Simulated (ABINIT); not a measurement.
# Beyond one shot: CsPbCl3 (Pm-3m)

How far does self-consistency move the gap of CsPbCl3 (Pm-3m)?

Method: PBE and many-body steps on it, plane waves, in ABINIT 10.8.3.

## (1) Set-up

It takes space group Pm-3m (No. 221, cubic). The conventional cell has a = 5.605 Å, b = 5.605 Å, c = 5.605 Å, α = 90.00°, β = 90.00°, γ = 90.00°. Nearest to Cs lie 12 Cl at 3.96 Å. Pb has 6 Cl at 2.80 Å nearest. Nearest to Cl lie 2 Pb at 2.80 Å and 4 Cs at 3.96 Å. Farther neighbours and most contacts between anions are not listed.

The cell and positions come from the Crystallography Open Database and are kept as given unless a step says otherwise. Spin-orbit coupling is left out unless a step names it.

## (2) Empty states on the mesh, 2×2×2 mesh, 264 bands

This step: ABINIT 10.8.3; DFT, PBE, plane waves, norm-conserving pseudopotentials.

The sums over transitions need many empty states on a uniform mesh; this step solves for them.

Contents of run.abi:

```
acell 3*1.0 Angstrom
rprim 
  5.605000000000 0.000000000000 0.000000000000
  0.000000000000 5.605000000000 0.000000000000
  0.000000000000 0.000000000000 5.605000000000
ntypat 3
znucl 55 82 17
natom 5
typat 1 2 3 3 3
xred 
  0.000000000000 0.000000000000 0.000000000000
  0.500000000000 0.500000000000 0.500000000000
  0.500000000000 0.500000000000 0.000000000000
  0.000000000000 0.500000000000 0.500000000000
  0.500000000000 0.000000000000 0.500000000000
pp_dirpath "pseudos"
pseudos "Cs.upf, Pb.upf, Cl.upf"
ecut 32
ngkpt 2 2 2
nshiftk 1
shiftk 0 0 0
kptopt 1
chksymbreak 0
iscf -2
irdden 1
istwfk *1
nband 264
nbdbuf 24
tolwfr 1e-09
nstep 60
prtvol 0
indata_prefix "in"
outdata_prefix "out"
tmpdata_prefix "tmp"
```

The run is started by

```console
OMP_NUM_THREADS=1 mpirun -n 4 abinit run.abi > log
```

Numbers of over 12 decimals in the logs are rounded to 6 here.

The log of the run:

```text
.Version 10.8.3 of ABINIT. v10.8.2 released Aug 2026.

 Symmetries : space group Pm -3 m (#221); Bravais cP (primitive cubic)
[... echo of the input left out ...]
== DATASET  1 ==================================================================
-   mpi_nproc: 4, omp_nthreads: 1 (-1 if OMP is not activated)

--- !DatasetInfo
iteration_state: {dtset: 1, }
dimensions: {natom: 5, nkpt: 4, mband: 264, nsppol: 1, nspinor: 1, nspden: 1, mpw: 10280, }
cutoff_energies: {ecut:  32.0, pawecutdg:  -1.0, }
[...]
2.33660    2.34082    2.34082    2.34082    2.34897    2.34897    2.34897    2.35024
   2.35024    2.36402    2.36402    2.36679    2.41336    2.41337    2.41338    2.45800
 prteigrs : prtvol=0 or 1, do not print more k-points.

== END DATASET(S) ==============================================================
================================================================================

 -outvars: echo values of variables after computation  --------
            nband         264
             nkpt           4
          spgroup         221
 [... the other variables as echoed above ...]

 Calculation completed.
```

Run time: 2.8 min. Hardware: 4 MPI ranks of Arm Neoverse V1, shared host; peak memory 0.51 GiB.

Numbers from this step:

```yaml
gap: 1.932 eV
k_of_the_valence_top: 0.5, 0.5, 0.5
k_of_the_conduction_bottom: 0.5, 0.5, 0.5
least_direct_gap: 1.932 eV
k_points_computed: 4
lowest_point_of_the_top_converged_band_above_the_valence_top: 58.9540 eV
```

On this mesh the gap is 1.932 eV.

The density comes from a self-consistent run that is not shown.

## (3) Screening, 2×2×2 mesh, 240 bands, screening to 130.6 eV

The RPA dielectric matrix is built and inverted for each q.

This step: RPA screening on PBE, plane waves, norm-conserving pseudopotentials.

Changes to run.abi since step 2:

```diff
@@ -23,10 +23,11 @@
 chksymbreak 0
-iscf -2
-irdden 1
 istwfk *1
-nband 264
-nbdbuf 24
-tolwfr 1e-09
-nstep 60
-prtvol 0
+occopt 1
+irdwfk 1
+optdriver 3
+nband 240
+ecuteps 4.8
+inclvkb 2
+awtr 1
+symchi 1
 indata_prefix "in"
```

The log of the run:

```text
.Version 10.8.3 of ABINIT. v10.8.2 released Aug 2026.

 Symmetries : space group Pm -3 m (#221); Bravais cP (primitive cubic)
[... echo of the input left out ...]
== DATASET  1 ==================================================================
-   mpi_nproc: 4, omp_nthreads: 1 (-1 if OMP is not activated)

--- !DatasetInfo
iteration_state: {dtset: 1, }
dimensions: {natom: 5, nkpt: 4, mband: 240, nsppol: 1, nspinor: 1, nspden: 1, mpw: 10280, }
cutoff_energies: {ecut:  32.0, pawecutdg:  -1.0, }
electrons: {nelect:   5.20000000E+01, charge:   0.00000000E+00, occopt:   1.00000000E+00, tsmear:   1.00000000E-02, }

 SCREENING: Calculation of the susceptibility and dielectric matrices

 Based on a program developped by R.W. Godby, V. Olevano, G. Onida, and L. Reining.
 Incorporated in ABINIT by V. Olevano, G.-M. Rignanese, and M. Torrent.
.Using double precision arithmetic ; gwpc =  8

[... cell and pseudopotentials left out ...]
--------------------------------------------------------------------------------

 ==== K-mesh for the wavefunctions ====
 Number of points in the irreducible wedge :     4
[... list of points left out ...]
 Together with 48 symmetry operations and time-reversal symmetry
 yields     8 points in the full Brillouin Zone.

 ==== Q-mesh for the screening function ====
 Number of points in the irreducible wedge :     4
[... list of points left out ...]
 Together with 48 symmetry operations and time-reversal symmetry
 yields     8 points in the full Brillouin Zone.

 setmesh: FFT mesh size selected  =    40x   40x   40
          total number of points  =        64000

 vcoul_init : cutoff-mode = AUXILIARY_FUNCTION
 q-points for optical limit:   1
     1)      0.000010    0.000020    0.000030

- screening: taking advantage of time-reversal symmetry
- Maximum band index for partially occupied states nbvw = 26
- Remaining bands to be divided among processors   nbcw = 214
- Number of bands treated by each node ~53

 Number of electrons calculated from density =   52.0000; Expected =   52.0000
 average of density, n =  0.043760
 r_s =    1.7604
 omega_plasma =   20.1788 [eV]

 calculating chi0 at frequencies [eV] :
  1    0.000000E+00    0.000000E+00
  2    0.000000E+00    2.017881E+01

--------------------------------------------------------------------------------
  q-point number  1        q = ( 0.000000, 0.000000, 0.000000) [r.l.u.]
--------------------------------------------------------------------------------
[... chi0 elements left out ...]
 For q-point:  0.000010 0.000020 0.000030
  dielectric constant =   7.2248
  dielectric constant without local fields =   8.2198

  Average fulfillment of the sum rule on Im[epsilon] for q-point    1 :     72.37  [%]
[... wings left out ...]
  q-point number  2        q = ( 0.500000, 0.000000, 0.000000) [r.l.u.]
--------------------------------------------------------------------------------
[... chi0 elements left out ...]
  Average fulfillment of the sum rule on Im[epsilon] for q-point    2 :     77.75  [%]

 [... 2 further q-points ...]
```

Run time: 1.7 min. Hardware: 4 MPI ranks; peak memory 2.2 GiB.

This step gave:

```yaml
eps_infinity_with_local_fields_on_this_mesh_along_the_program_s_q_direction: 7.225
the_same_without_local_fields: 8.220
plasma_frequency: 20.18 eV
plane_waves_in_the_screening_matrix: 619
```

Local fields lower ε∞ by 12 %. On a Γ-centred mesh this coarse the value itself is usually too large, while a short band sum pulls it down.

## (4) G0W0

The self-energy is evaluated for the states that the input lists, and the levels follow from it, in one-shot runs by the linearised quasiparticle equation.

This step: G0W0 on PBE, plane waves, norm-conserving pseudopotentials.

Changes to run.abi since step 3:

```diff
@@ -26,8 +26,17 @@
 irdwfk 1
-optdriver 3
+optdriver 4
 nband 240
+gwcalctyp 0
+ecutsigx 32
+symsigma 1
+nkptgw 2
+kptgw 
+  0.5000000000 0.5000000000 0.5000000000
+  0.0000000000 0.0000000000 0.0000000000
+bdgw 
+  23 29
+  24 29
 ecuteps 4.8
-inclvkb 2
-awtr 1
-symchi 1
+irdscr 1
+ppmodel 1
 indata_prefix "in"
```

The log of the run:

```text
.Version 10.8.3 of ABINIT. v10.8.2 released Aug 2026.

 Symmetries : space group Pm -3 m (#221); Bravais cP (primitive cubic)
[... echo of the input left out ...]
== DATASET  1 ==================================================================
-   mpi_nproc: 4, omp_nthreads: 1 (-1 if OMP is not activated)

--- !DatasetInfo
iteration_state: {dtset: 1, }
dimensions: {natom: 5, nkpt: 4, mband: 240, nsppol: 1, nspinor: 1, nspden: 1, mpw: 10280, }
cutoff_energies: {ecut:  32.0, pawecutdg:  -1.0, }
electrons: {nelect:   5.20000000E+01, charge:   0.00000000E+00, occopt:   1.00000000E+00, tsmear:   1.00000000E-02, }

 SIGMA: Calculation of the GW corrections

 Based on a program developped by R.W. Godby, V. Olevano, G. Onida, and L. Reining.
 Incorporated in ABINIT by V. Olevano, G.-M. Rignanese, and M. Torrent.
.Using double precision arithmetic ; gwpc =  8

[... cell and pseudopotentials left out ...]
--------------------------------------------------------------------------------

 ==== K-mesh for the wavefunctions ====
 Number of points in the irreducible wedge :     4
[... list of points left out ...]
 Together with 48 symmetry operations and time-reversal symmetry
 yields     8 points in the full Brillouin Zone.

 ==== Q-mesh for screening function ====
 Number of points in the irreducible wedge :     4
[... list of points left out ...]
 Together with 48 symmetry operations and time-reversal symmetry
 yields     8 points in the full Brillouin Zone.

 vcoul_init : cutoff-mode = AUXILIARY_FUNCTION
 q-points for optical limit:   1
     1)      0.000010    0.000020    0.000030
 setmesh: FFT mesh size selected  =    54x   54x   54
          total number of points  =       157464

 Number of electrons calculated from density =   52.0000; Expected =   52.0000
 average of density, n =  0.043760
 r_s =    1.7604
 omega_plasma =   20.1788 [eV]

 === KS Band Gaps ===
  >>>> For spin  1
   Minimum direct gap =   1.9318 [eV], located at k-point      :   0.5000  0.5000  0.5000
   Fundamental gap    =   1.9318 [eV], Top of valence bands at :   0.5000  0.5000  0.5000
                                       Bottom of conduction at :   0.5000  0.5000  0.5000
 SIGMA fundamental parameters:
 PLASMON POLE MODEL  1
 number of plane-waves for SigmaX                10251
 number of plane-waves for SigmaC and W            619
 number of plane-waves for wavefunctions         10251
 number of bands                                   240
 number of independent spin polarizations            1
 number of spinorial components                      1
 number of k-points in IBZ                           4
 number of q-points in IBZ                           4
 number of symmetry operations                      48
 number of k-points in BZ                            8
 number of q-points in BZ                            8
 number of frequencies for dSigma/dE                 9
 frequency step for dSigma/dE [eV]                0.25
 number of omega for Sigma on real axis              0
 max omega for Sigma on real axis  [eV]           0.00
 zcut for avoiding poles [eV]                     0.10

 EPSILON^-1 parameters (SCR file):
 dimension of the eps^-1 matrix on file            619
 dimension of the eps^-1 matrix used               619
 number of plane-waves for wavefunctions         10251
 number of bands                                   240
 number of q-points in IBZ                           4
 number of frequencies                               2
 number of real frequencies                          1
 number of imag frequencies                          1

 matrix elements of self-energy operator (all in [eV])

 Perturbative Calculation

--- !SelfEnergy_ee
iteration_state: {dtset: 1, }
kpoint     : [   0.500,    0.500,    0.500, ]
spin       : 1
KS_gap     :    1.932
QP_gap     :    3.205
Delta_QP_KS:    1.274
data: !SigmaeeData |
     Band     E0 <VxcDFT>   SigX SigC(E0)      Z dSigC/dE  Sig(E)    E-E0       E
       23   0.573 -14.257 -18.504   2.914   0.772  -0.295 -15.286  -1.029  -0.456
       24   0.573 -14.257 -18.504   2.914   0.772  -0.295 -15.286  -1.029  -0.456
       25   0.573 -14.257 -18.504   2.914   0.772  -0.295 -15.286  -1.029  -0.456
       26   2.787 -15.725 -17.975   1.570   0.792  -0.262 -16.264  -0.539   2.248
       27   4.719 -10.379  -6.296  -3.188   0.821  -0.217  -9.644   0.735   5.454
       28   4.719 -10.379  -6.296  -3.188   0.821  -0.217  -9.644   0.735   5.454
[...]
--- !SelfEnergy_ee
iteration_state: {dtset: 1, }
kpoint     : [   0.000,    0.000,    0.000, ]
spin       : 1
KS_gap     :    5.879
QP_gap     :    7.174
Delta_QP_KS:    1.295
data: !SigmaeeData |
     Band     E0 <VxcDFT>   SigX SigC(E0)      Z dSigC/dE  Sig(E)    E-E0       E
[...]
27   6.131  -6.348  -2.686  -3.345   0.843  -0.187  -6.080   0.267   6.398
       28   7.070  -6.633  -2.878  -3.242   0.843  -0.186  -6.200   0.433   7.503
       29   7.070  -6.633  -2.878  -3.242   0.843  -0.186  -6.200   0.433   7.503

== END DATASET(S) ==============================================================
================================================================================

 -outvars: echo values of variables after computation  --------
           etotal      0.0000000000E+00
            nband         240
             nkpt           4
          spgroup         221
 [... the other variables as echoed above ...]

 Calculation completed.
```

Elapsed: 62 s, on 4 MPI ranks; peak memory 2.1 GiB; 4.1 min of CPU time.

This step gave:

```yaml
g0w0_gap_on_the_points_computed: 3.206 eV
starting_gap_on_the_mesh: 1.932 eV
k_of_the_valence_top: 0.5, 0.5, 0.5
k_of_the_conduction_bottom: 0.5, 0.5, 0.5
z_at_the_valence_top: 0.792
z_at_the_conduction_bottom: 0.821
least_direct_g0w0_gap_on_the_computed_points: 3.206 eV
```

The gap on the mesh goes from 1.93 eV to 3.21 eV, a correction of +1.27 eV.

## (5) evGW0, cycle 1

This step: evGW0 on PBE, plane waves, norm-conserving pseudopotentials.

Changes to run.abi since step 4:

```diff
@@ -28,12 +28,16 @@
 nband 240
-gwcalctyp 0
+gwcalctyp 10
 ecutsigx 32
 symsigma 1
-nkptgw 2
+nkptgw 4
 kptgw 
+  0.0000000000 0.0000000000 0.0000000000
+  0.5000000000 0.0000000000 0.0000000000
+  0.5000000000 0.5000000000 0.0000000000
   0.5000000000 0.5000000000 0.5000000000
-  0.0000000000 0.0000000000 0.0000000000
 bdgw 
-  23 29
-  24 29
+  14 63
+  14 63
+  14 63
+  14 63
 ecuteps 4.8
```

The log of the run:

```text
.Version 10.8.3 of ABINIT. v10.8.2 released Aug 2026.

 Symmetries : space group Pm -3 m (#221); Bravais cP (primitive cubic)
[... echo of the input left out ...]
== DATASET  1 ==================================================================
-   mpi_nproc: 4, omp_nthreads: 1 (-1 if OMP is not activated)

--- !DatasetInfo
iteration_state: {dtset: 1, }
dimensions: {natom: 5, nkpt: 4, mband: 240, nsppol: 1, nspinor: 1, nspden: 1, mpw: 10280, }
cutoff_energies: {ecut:  32.0, pawecutdg:  -1.0, }
electrons: {nelect:   5.20000000E+01, charge:   0.00000000E+00, occopt:   1.00000000E+00, tsmear:   1.00000000E-02, }

 SIGMA: Calculation of the GW corrections

 Based on a program developped by R.W. Godby, V. Olevano, G. Onida, and L. Reining.
 Incorporated in ABINIT by V. Olevano, G.-M. Rignanese, and M. Torrent.
.Using double precision arithmetic ; gwpc =  8

[... cell and pseudopotentials left out ...]
--------------------------------------------------------------------------------

 ==== K-mesh for the wavefunctions ====
 Number of points in the irreducible wedge :     4
[... list of points left out ...]
 Together with 48 symmetry operations and time-reversal symmetry
 yields     8 points in the full Brillouin Zone.

 ==== Q-mesh for screening function ====
 Number of points in the irreducible wedge :     4
[... list of points left out ...]
 Together with 48 symmetry operations and time-reversal symmetry
 yields     8 points in the full Brillouin Zone.

 vcoul_init : cutoff-mode = AUXILIARY_FUNCTION
 q-points for optical limit:   1
     1)      0.000010    0.000020    0.000030
 setmesh: FFT mesh size selected  =    54x   54x   54
          total number of points  =       157464

 Number of electrons calculated from density =   52.0000; Expected =   52.0000
[...]
--- !SelfEnergy_ee
iteration_state: {dtset: 1, }
kpoint     : [   0.500,    0.500,    0.000, ]
spin       : 1
KS_gap     :    3.337
QP_gap     :    4.798
Delta_QP_KS:    1.461
data: !SigmaeeData |
     Band     E_DFT   <VxcDFT>   E(N-1)  <Hhartree>   SigX  SigC[E(N-1)]    Z     dSigC/dE  Sig[E(N)]  DeltaE  E(N)_pert E(N)_diago
[...]
--- !SelfEnergy_ee
iteration_state: {dtset: 1, }
kpoint     : [   0.500,    0.500,    0.500, ]
spin       : 1
KS_gap     :    1.932
QP_gap     :    3.205
Delta_QP_KS:    1.274
data: !SigmaeeData |
     Band     E_DFT   <VxcDFT>   E(N-1)  <Hhartree>   SigX  SigC[E(N-1)]    Z     dSigC/dE  Sig[E(N)]  DeltaE  E(N)_pert E(N)_diago
[...]
62    17.570   -10.354    17.570    27.924    -3.238    -5.143     0.767    -0.304    -8.841     1.513    19.083    19.543
       63    17.657    -9.366    17.657    27.023    -3.379    -4.541     0.774    -0.292    -8.247     1.119    18.776    19.543

 New Fermi energy :        1.418688E-01 Ha ,    3.860447E+00 eV

 === QP Band Gaps ===
  >>>> For spin  1
   Minimum direct gap =   3.5065 [eV], located at k-point      :   0.5000  0.5000  0.5000
   Fundamental gap    =   3.5065 [eV], Top of valence bands at :   0.5000  0.5000  0.5000
                                       Bottom of conduction at :   0.5000  0.5000  0.5000

 writing QP data on file : out_QPS

 Convergence of QP corrections
 >>>>> For spin  1 <<<<<
.  kptgw no:  1; Maximum DeltaE = (   1.503  -0.001) for band index: 49
.  kptgw no:  2; Maximum DeltaE = (   0.656   0.000) for band index: 40
.  kptgw no:  3; Maximum DeltaE = (   1.829   0.002) for band index: 47
.  kptgw no:  4; Maximum DeltaE = (   0.412   0.000) for band index: 37

== END DATASET(S) ==============================================================
================================================================================

 -outvars: echo values of variables after computation  --------
           etotal      0.0000000000E+00
            nband         240
             nkpt           4
          spgroup         221
 [... the other variables as echoed above ...]

 Calculation completed.
```

Wall time 19 min (4 MPI ranks); peak memory 3.8 GiB.

Numbers from this step:

| Item | Value |
| --- | --- |
| quasiparticle gap on the mesh | 3.507 eV |
| gap of the density functional on the mesh | 1.932 eV |
| k of the valence top | 0.5, 0.5, 0.5 |
| k of the conduction bottom | 0.5, 0.5, 0.5 |
| Z at the valence top | 0.792 |
| Z at the conduction bottom | 0.821 |
| least direct quasiparticle gap on the computed points | 3.507 eV |

Against G0W0 in ABINIT (2×2×2 mesh, 240 bands, screening to 130.6 eV, Godby-Needs plasmon pole), the gap moves by +0.301 eV. This first cycle still uses the starting levels; it takes the full correction, at all points of the mesh, and its linearised value is 3.206 eV.

## (6) evGW0, cycle 2

The corrected levels of the last cycle go back in.

Changes to run.abi since step 5:

```diff
@@ -45,2 +45,3 @@
 ppmodel 1
+irdqps 1
 indata_prefix "in"
```

The log of the run:

```text
.Version 10.8.3 of ABINIT. v10.8.2 released Aug 2026.

 Symmetries : space group Pm -3 m (#221); Bravais cP (primitive cubic)
[... echo of the input left out ...]
== DATASET  1 ==================================================================
-   mpi_nproc: 4, omp_nthreads: 1 (-1 if OMP is not activated)

--- !DatasetInfo
iteration_state: {dtset: 1, }
dimensions: {natom: 5, nkpt: 4, mband: 240, nsppol: 1, nspinor: 1, nspden: 1, mpw: 10280, }
cutoff_energies: {ecut:  32.0, pawecutdg:  -1.0, }
[...]
.  kptgw no:  2; Maximum DeltaE = (  -0.140   0.003) for band index: 50
.  kptgw no:  3; Maximum DeltaE = (  -0.105  -0.001) for band index: 46
.  kptgw no:  4; Maximum DeltaE = (  -0.026   0.011) for band index: 44

== END DATASET(S) ==============================================================
================================================================================

 -outvars: echo values of variables after computation  --------
           etotal      0.0000000000E+00
            nband         240
             nkpt           4
          spgroup         221
 [... the other variables as echoed above ...]

 Calculation completed.
```

The job ended after 18 min (4 MPI ranks; peak memory 3.8 GiB; 74 min of CPU time).

Numbers from this step:

```
quasiparticle gap on the mesh                         : 3.387 eV
gap of the density functional on the mesh             : 1.932 eV
k of the valence top                                  : 0.5, 0.5, 0.5
k of the conduction bottom                            : 0.5, 0.5, 0.5
least direct quasiparticle gap on the computed points : 3.387 eV
```

Against the cycle before, the gap moves by −0.120 eV.

(Continued in part 2 of 3.)

[Paths, hosts, dates, memory and timing lines, banners, echoed tables and standing remarks are left out of the program output.]

[Logs are printed without paths, hosts, clocks, repeated set-up lines and the standing remarks that a program may print on its own settings, such as how far it seeks lower states.]

[Runs of the session that timed out or met a known fault of the program may be left out.]

[Hosts, paths, dates, database ids (printed as entryN), source tags and the programs' standing remarks are cut or masked in the printed files.]

[G0W0 gaps are taken among the corrected bands and points alone; a level outside them can change the order at an edge.]

[Where Ansatz stands beside ABINIT at settings called matched, ABINIT's density can come from a denser mesh and the files from another edition; pairs whose starting gaps differed by over 0.03 eV were left out, so agreement reads better than it is.]
